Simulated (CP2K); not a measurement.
Consider dimethylamine at its PBE geometry (Å).

```xyz
10

C     1.2044    0.1848    0.1351
N    -0.0075    0.2026   -0.6789
C    -1.2206   -0.0879    0.0796
H     1.3723   -0.7658    0.6850
H     1.1554    0.9931    0.8805
H     2.0787    0.3745   -0.5022
H     0.0854   -0.4602   -1.4489
H    -1.1978   -1.0553    0.6252
H    -2.0850   -0.0931   -0.5981
H    -1.3853    0.7073    0.8226
```

Method: CP2K XAS_TDP, all-electron GAPW, PBEh(45%), aug-cc-pVDZ, TDA, GW2X-corrected core level, no relativity.

Q: Where do the N K-edge lines lie, and how strong are they?

Leading lines: N2 403.01 eV. The leading line of an atom is its first one with 35 % of the strongest within 2.5 eV of its lowest line over the strength cut. Core ionisation energies at this level: N2 405.32 eV.

The first six lines of each atom with a strength over 0.0015:

```tsv
atom	energy (eV)	states	strength, one atom	above the computed threshold
N2 (bonded to 2 C and H)	403.01	1	0.0117	
	404.11	1	0.0027	
	404.36	1	0.0049	
	404.85	1	0.0036	
	405.27	1	0.0075	
	405.40	1	0.0119	yes
```

Lines are vertical, at one geometry, with no vibrational structure. GW2X ionisation energies and lines can be off by 1 to 2 eV either way, and a good line position may hide errors that cancel. These values hold no scalar relativity, about 0.2 eV for N 1s. Rydberg lines, and the discretised continuum above threshold, depend on the basis and the box.

[Banner, clock and machine lines of the logs are left out without a mark of their own.]

[Logs are printed without paths, hosts, clocks, repeated set-up lines and the standing remarks that a program may print on its own settings, such as how far it seeks lower states.]

[Hosts, paths, dates, database ids (printed as entryN), source tags and the programs' standing remarks are cut or masked in the printed files.]
